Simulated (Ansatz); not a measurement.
# How Au(111) screens a field

Wanted: the response of a Au(111) slab to a perpendicular field.

Method: plane-wave DFT, r2SCAN, Ansatz PAW, in the first sound run; inputs show where later runs differ, in Ansatz 0.2.0.

Report form: the programs' logs are mostly left out.

## (1) Starting point

The cell holds 6 atoms: 6 Au. Its edges and angles: a = 2.885 Å, b = 2.885 Å, c = 29.778 Å, α = 90.0°, β = 90.0°, γ = 60.0°. Vacuum lies along c.

## (2) Atoms held, field 0

A sawtooth potential applies the field, turning back in the middle of the vacuum. With the dipole correction the typed value is the field outside the slab. The induced dipole is small, so the SCF threshold is tight.

Input file input.yaml:

```yaml
crystal:
  lattice:
    - [2.8849956672, 0.0, 0.0]
    - [1.4424978336, 2.4984795376, 0.0]
    - [0.0, 0.0, 29.7779454915]
  atoms:
    - { symbol: Au, position: [0.3333333333, 0.3333333333, 0.3022371037] }
    - { symbol: Au, position: [0.6666666667, 0.6666666667, 0.3813422622] }
    - { symbol: Au, position: [0.0, 0.0, 0.4604474207] }
    - { symbol: Au, position: [0.3333333333, 0.3333333333, 0.5395525793] }
    - { symbol: Au, position: [0.6666666667, 0.6666666667, 0.6186577378] }
    - { symbol: Au, position: [0.0, 0.0, 0.6977628963] }
kpoints:
  mp_grid: { grid: [24, 24, 1] }
hamiltonian:
  xc: r2scan
scf:
  occupations: { method: fermi_dirac, width: 0.1 }
  convergence: { dr2_threshold: 1.0e-10 }
efield:
  axis: 3
  dipole_correction: true
  ramp_position: 0.97
  ramp_width: 0.06
  amplitude: 0
output:
  forces: true
  write_potential: true
  write_density: true
  volumetric_format: npy
```

Command:

```console
> ansatz run input.yaml --threads 8 --pin off --max-ram 12288MiB --backend cpu --events-out ev --progress --plain --runs-dir out
```

Elapsed: 72 s, on 8 threads of Arm Neoverse N1, shared host; peak memory 1.8 GiB; 9.4 min of CPU time.

This step gave:

| Property | Result |
| --- | --- |
| energy at zero smearing | -78980.2356 eV |
| work function, upper face | 5.170 eV |
| dipole along the normal | 6.84e-7 e·Å |

Running mean over 2.356 Å of the planar mean; the ramp of the sawtooth is left out. The electron's electrostatic potential energy less the Fermi level by z:

z (Å), electron's electrostatic potential energy less the Fermi level (eV) and a bar from the least value:
```
      3.5       5.17 ##############################
      4.0       5.17 ##############################
      4.5       5.17 ##############################
      5.0       5.17 ##############################
      5.5       5.16 ##############################
      6.0       5.11 ##############################
      6.5       4.93 #############################
      7.0       4.15 ############################
      7.5       1.22 #####################
      8.0      -3.25 ############
      8.5      -6.82 ####
      9.0      -8.04 #
      9.5      -8.32 #
     10.0      -8.44 
     10.5      -8.51 
     11.0      -8.58 
     11.5      -8.61 
     12.0      -8.61 
     12.5      -8.61 
     13.0      -8.61 
     13.5      -8.62 
     14.0      -8.62 
     14.5      -8.62 
     15.0      -8.62 
     15.5      -8.62 
     16.0      -8.62 
     16.5      -8.62 
     17.0      -8.61 
     17.5      -8.61 
     18.0      -8.61 
     18.5      -8.60 
     19.0      -8.55 
     19.5      -8.48 
     20.0      -8.39 
     20.5      -8.23 #
     21.0      -7.72 ##
     21.5      -5.50 #######
     22.0      -1.23 ################
     22.5       2.85 #########################
     23.0       4.64 #############################
     23.5       5.04 ##############################
     24.0       5.14 ##############################
     24.5       5.16 ##############################
     25.0       5.17 ##############################
     25.5       5.17 ##############################
     26.0       5.17 ##############################
     26.5       5.17 ##############################
```

Force by atom:

| atom | x (eV/Å) | y (eV/Å) | z (eV/Å) | size |
| --- | --- | --- | --- | --- |
| Au1 | 0.000 | 0.000 | -0.311 | 0.311 |
| Au2 | 0.000 | 0.000 | 0.116 | 0.116 |
| Au3 | 0.000 | 0.000 | -0.013 | 0.013 |
| Au4 | 0.000 | 0.000 | 0.013 | 0.013 |
| Au5 | 0.000 | 0.000 | -0.116 | 0.116 |
| Au6 | 0.000 | 0.000 | 0.311 | 0.311 |

The work function of the upper face is 5.17 eV.

## (3) Atoms held, field 0.05 V/Å

Edit input.yaml of step 2 so:

```diff
@@ -24,3 +24,3 @@
   ramp_width: 0.06
-  amplitude: 0
+  amplitude: 0.05
 output:
```

Wall time 72 s (8 threads); peak memory 1.8 GiB.

The dipole is 0.0295 e·Å.

## (4) Atoms held, field -0.05 V/Å

Edit input.yaml of step 3 so:

```diff
@@ -24,3 +24,3 @@
   ramp_width: 0.06
-  amplitude: 0.05
+  amplitude: -0.05
 output:
```

Elapsed: 72 s, on 8 threads; peak memory 1.8 GiB.

The dipole is -0.0295 e·Å.

## (5) Atoms held, field 0.1 V/Å

Edit input.yaml of step 4 so:

```diff
@@ -24,3 +24,3 @@
   ramp_width: 0.06
-  amplitude: -0.05
+  amplitude: 0.1
 output:
```

Wall time 2.5 min (8 threads); peak memory 3 GiB.

The dipole is 0.0590 e·Å.

## (6) Single point, field -0.1 V/Å

Edit input.yaml of step 5 so:

```diff
@@ -24,3 +24,3 @@
   ramp_width: 0.06
-  amplitude: 0.1
+  amplitude: -0.1
 output:
```

Wall time 79 s (8 threads); peak memory 1.8 GiB; 10 min of CPU time.

The dipole is -0.0590 e·Å.

## (7) Atoms held, field 0.2 V/Å

Edit input.yaml of step 6 so:

```diff
@@ -24,3 +24,3 @@
   ramp_width: 0.06
-  amplitude: -0.1
+  amplitude: 0.2
 output:
```

The job ended after 81 s (8 threads; peak memory 1.8 GiB; 11 min of CPU time).

The dipole is 0.118 e·Å.

## (8) Atoms held, field -0.2 V/Å

Edit input.yaml of step 7 so:

```diff
@@ -24,3 +24,3 @@
   ramp_width: 0.06
-  amplitude: 0.2
+  amplitude: -0.2
 output:
```

Wall time 81 s (8 threads); peak memory 1.8 GiB.

The dipole is -0.118 e·Å.

## (9) Single point, field 0.4 V/Å

Edit input.yaml of step 8 so:

```diff
@@ -24,3 +24,3 @@
   ramp_width: 0.06
-  amplitude: -0.2
+  amplitude: 0.4
 output:
@@ -30 +30,2 @@
   volumetric_format: npy
+  elf: true
```

The job ended after 85 s (8 threads; peak memory 1.8 GiB; 11 min of CPU time).

Running mean over 2.356 Å of the planar mean, with the applied field; the ramp of the sawtooth is left out. Table of electron's electrostatic potential energy less the Fermi level by z:

| z (Å) | electron's electrostatic potential energy less the Fermi level (eV) |
| --- | --- |
| 4 | 3.79 |
| 5 | 4.19 |
| 6 | 4.52 |
| 7 | 3.89 |
| 8 | -3.31 |
| 9 | -8.05 |
| 10 | -8.44 |
| 11 | -8.58 |
| 12 | -8.61 |
| 13 | -8.61 |
| 14 | -8.62 |
| 15 | -8.62 |
| 16 | -8.62 |
| 17 | -8.61 |
| 18 | -8.61 |
| 19 | -8.55 |
| 20 | -8.39 |
| 21 | -7.70 |
| 22 | -1.13 |
| 23 | 4.98 |
| 24 | 5.84 |
| 25 | 6.26 |
| 26 | 6.66 |

The dipole is 0.236 e·Å.

## (10) The response

This step: plane-wave DFT, r2SCAN, Ansatz PAW; screening of a field by a metal slab (Ansatz 0.2.0).

The dipoles give the slope, and the difference of two potentials shows where the field is screened.

Numbers from this step:

```
equivalent conductor thickness p/(ε₀AE)      : 14.82 Å
distance between the outer atoms             : 11.78 Å
inner field over outer field                 : -0.001017
image plane, upper face                      : 1.502 Å
induced electrons on the upper face over ε₀E : -1.003
image plane, lower face                      : 1.502 Å
induced electrons on the lower face over ε₀E : 1.003
```

The dipole of the cell by applied field:

| applied field (V/Å) | dipole of the cell (e·Å) |
| --- | --- |
| -0.200 | -0.118 |
| -0.100 | -0.0590 |
| -0.050 | -0.0295 |
| 0.000 | 6.8e-7 |
| 0.050 | 0.0295 |
| 0.100 | 0.0590 |
| 0.200 | 0.118 |
| 0.400 | 0.236 |

Local field over the applied field, running mean. From the potentials at -0.05 and 0.05 V/Å; running mean over 2.356 Å. The local field over applied field by z:

| z (Å) | local field over applied field |
| --- | --- |
| 4.5 | 0.997 |
| 5.0 | 0.992 |
| 5.5 | 0.978 |
| 6.0 | 0.941 |
| 6.5 | 0.858 |
| 7.0 | 0.703 |
| 7.5 | 0.499 |
| 8.0 | 0.302 |
| 8.5 | 0.135 |
| 9.0 | 0.0300 |
| 9.5 | 0.00172 |
| 10.0 | 0.00405 |
| 10.5 | 0.00689 |
| 11.0 | 0.00878 |
| 11.5 | 0.00388 |
| 12.0 | 7.2e-4 |
| 12.5 | 0.00143 |
| 13.0 | 0.00201 |
| 13.5 | 6.8e-4 |
| 14.0 | -7.4e-4 |
| 14.5 | -0.00131 |
| 15.0 | -0.00147 |
| 15.5 | -0.00115 |
| 16.0 | -1.8e-4 |
| 16.5 | 0.00136 |
| 17.0 | 0.00196 |
| 17.5 | 0.00109 |
| 18.0 | 0.00118 |
| 18.5 | 0.00671 |
| 19.0 | 0.00837 |
| 19.5 | 0.00574 |
| 20.0 | 0.00263 |
| 20.5 | 0.00663 |
| 21.0 | 0.0673 |
| 21.5 | 0.204 |
| 22.0 | 0.388 |
| 22.5 | 0.591 |
| 23.0 | 0.781 |
| 23.5 | 0.902 |
| 24.0 | 0.961 |
| 24.5 | 0.986 |
| 25.0 | 0.995 |
| 25.5 | 0.998 |

Electrons, planar mean, per unit field. The induced electron density by z:

| z (Å) | induced electron density (e/Å³ per V/Å) |
| --- | --- |
| 5 | 3.8e-5 |
| 6 | 3.2e-4 |
| 7 | 0.00187 |
| 8 | 0.00406 |
| 9 | 6.9e-5 |
| 10 | -4.3e-4 |
| 11 | -3.2e-5 |
| 12 | -4.5e-5 |
| 13 | 4.9e-5 |
| 14 | -5.7e-6 |
| 15 | -3.4e-6 |
| 16 | -2.8e-5 |
| 17 | -4.5e-5 |
| 18 | 1.9e-4 |
| 19 | -3.2e-4 |
| 20 | 5.4e-4 |
| 21 | 3.5e-5 |
| 22 | -0.00419 |
| 23 | -0.00132 |
| 24 | -2.0e-4 |
| 25 | -2.4e-5 |

By hand: between -0.05 and 0.05 V/Å the dipole changes by 0.05904 e·Å, a slope of 0.5904 e·Å²/V. A perfect conductor of thickness t has p = ε₀AEt, so t = 180.95 × 0.5904 / 7.208 = 14.82 Å (e/ε₀ = 180.95 V·Å, A in Å²). Less the 11.78 Å between the outer atoms, and halved, that puts each image plane 1.52 Å out.

The induced dipole is that of a conductor 14.82 Å thick.

## (11) Varying the input

This step: plane-wave DFT, r2SCAN, Ansatz PAW, but for the change named below (Ansatz 0.2.0).

A run with a changed input: it repeats the earlier run at 0.05 V/Å with basis.ecutwfc to 600 eV, magnetization to spin_polarized: true and crystal.symmetry to detect: false.

Input file input.yaml:

```yaml
crystal:
  lattice:
    - [2.8849956672, 0.0, 0.0]
    - [1.4424978336, 2.4984795376, 0.0]
    - [0.0, 0.0, 29.7779454915]
  atoms:
    - { symbol: Au, position: [0.3333333333, 0.3333333333, 0.3022371037], spin: -2.0 }
    - { symbol: Au, position: [0.6666666667, 0.6666666667, 0.3813422622], spin: -4.0 }
    - { symbol: Au, position: [0.0, 0.0, 0.4604474207], spin: -1.0 }
    - { symbol: Au, position: [0.3333333333, 0.3333333333, 0.5395525793], spin: -1.0 }
    - { symbol: Au, position: [0.6666666667, 0.6666666667, 0.6186577378], spin: 2.0 }
    - { symbol: Au, position: [0.0, 0.0, 0.6977628963], spin: -0.5 }
  symmetry: { detect: false }
kpoints:
  mp_grid: { grid: [24, 24, 1] }
hamiltonian:
  xc: r2scan
scf:
  occupations: { method: fermi_dirac, width: 0.1 }
  convergence: { dr2_threshold: 1.0e-10 }
efield:
  axis: 3
  dipole_correction: true
  ramp_position: 0.97
  ramp_width: 0.06
  amplitude: 0.05
output:
  forces: true
  write_potential: true
  write_density: true
  volumetric_format: npy
basis:
  ecutwfc: "600 eV"
magnetization:
  spin_polarized: true
```

Run time: 19 min. Hardware: 8 threads; peak memory 8.9 GiB; 2.5 h of CPU time.

This step gave:

```
energy at zero smearing : -78980.2434 eV
dipole along the normal : 0.02951 e·Å
```

Force by atom:

| atom | x (eV/Å) | y (eV/Å) | z (eV/Å) | size |
| --- | --- | --- | --- | --- |
| Au1 | 0.000 | 0.000 | -0.312 | 0.312 |
| Au2 | 0.000 | 0.000 | 0.117 | 0.117 |
| Au3 | 0.000 | 0.000 | -0.013 | 0.013 |
| Au4 | 0.000 | 0.000 | 0.013 | 0.013 |
| Au5 | 0.000 | 0.000 | -0.115 | 0.115 |
| Au6 | 0.000 | 0.000 | 0.310 | 0.310 |

| quantity | this run | earlier run | difference |
| --- | --- | --- | --- |
| dipole along the normal (e·Å) | 0.02951 | 0.02952 | -3.3e-6 |

The dipole moves by under 0.5 % or 5e-5 e·Å. The run took 21 SCF cycles against 13.

## (12) A changed input

This step: plane-wave DFT, r2SCAN, Ansatz PAW (Ansatz 0.2.0).

Another changed input: it repeats the earlier run at 0.05 V/Å with efield.dipole_correction from true to false and efield.amplitude from 0.05 to 0.1.

input.yaml, the sections that differ from step 11:

```yaml
crystal:
  lattice:
    - [2.8849956672, 0.0, 0.0]
    - [1.4424978336, 2.4984795376, 0.0]
    - [0.0, 0.0, 29.7779454915]
  atoms:
    - { symbol: Au, position: [0.3333333333, 0.3333333333, 0.3022371037] }
    - { symbol: Au, position: [0.6666666667, 0.6666666667, 0.3813422622] }
    - { symbol: Au, position: [0.0, 0.0, 0.4604474207] }
    - { symbol: Au, position: [0.3333333333, 0.3333333333, 0.5395525793] }
    - { symbol: Au, position: [0.6666666667, 0.6666666667, 0.6186577378] }
    - { symbol: Au, position: [0.0, 0.0, 0.6977628963] }
efield:
  axis: 3
  dipole_correction: false
  ramp_position: 0.97
  ramp_width: 0.06
  amplitude: 0.1
# kpoints, hamiltonian, scf, output: as in step 11
# basis: removed
# magnetization: removed
```

Run time: 80 s. Hardware: 8 threads; peak memory 1.8 GiB.

| quantity | this run | earlier run | difference |
| --- | --- | --- | --- |
| dipole along the normal (e·Å) | 0.1175 | 0.02952 | 0.088 |

The applied field differs, and the slope found earlier predicts a dipole of 0.0590 e·Å; this run gives 0.117 e·Å, 0.058 e·Å more.

With the dipole correction off, the periodic images add a field of their own to the typed one.

These numbers are not those of the isolated slab.

## (13) Outcome

```yaml
work_function: 5.17 eV
image_plane_upper_face: 1.50 Å
induced_electrons_on_the_upper_face_over_eps_0e: -1.00
equivalent_conductor_thickness_p_eps_0ae: 14.8 Å
inner_field_over_outer_field: -0.00102
```

What this shows: The induced charge has its centre 1.50 Å outside the outermost atoms; this is the plane from which a capacitor's gap or an image potential counts. The equivalent conductor thickness exceeds the distance between the outer atoms by 3.04 Å, about the sum of the two image-plane distances. In the middle of the slab the field is screened to under 0.5 % of its outer value. The atoms are held at bulk positions with the tabulated experimental lattice constant.

[Logs are printed without paths, hosts, clocks, repeated set-up lines and the standing remarks that a program may print on its own settings, such as how far it seeks lower states.]

[Hosts, paths, dates, database ids (printed as entryN), source tags and the programs' standing remarks are cut or masked in the printed files.]

[Maps of the electrostatic potential energy from Ansatz leave out the sawtooth potential of an applied field or a dipole correction, so their vacuum need not be flat; planar profiles and work functions include it.]
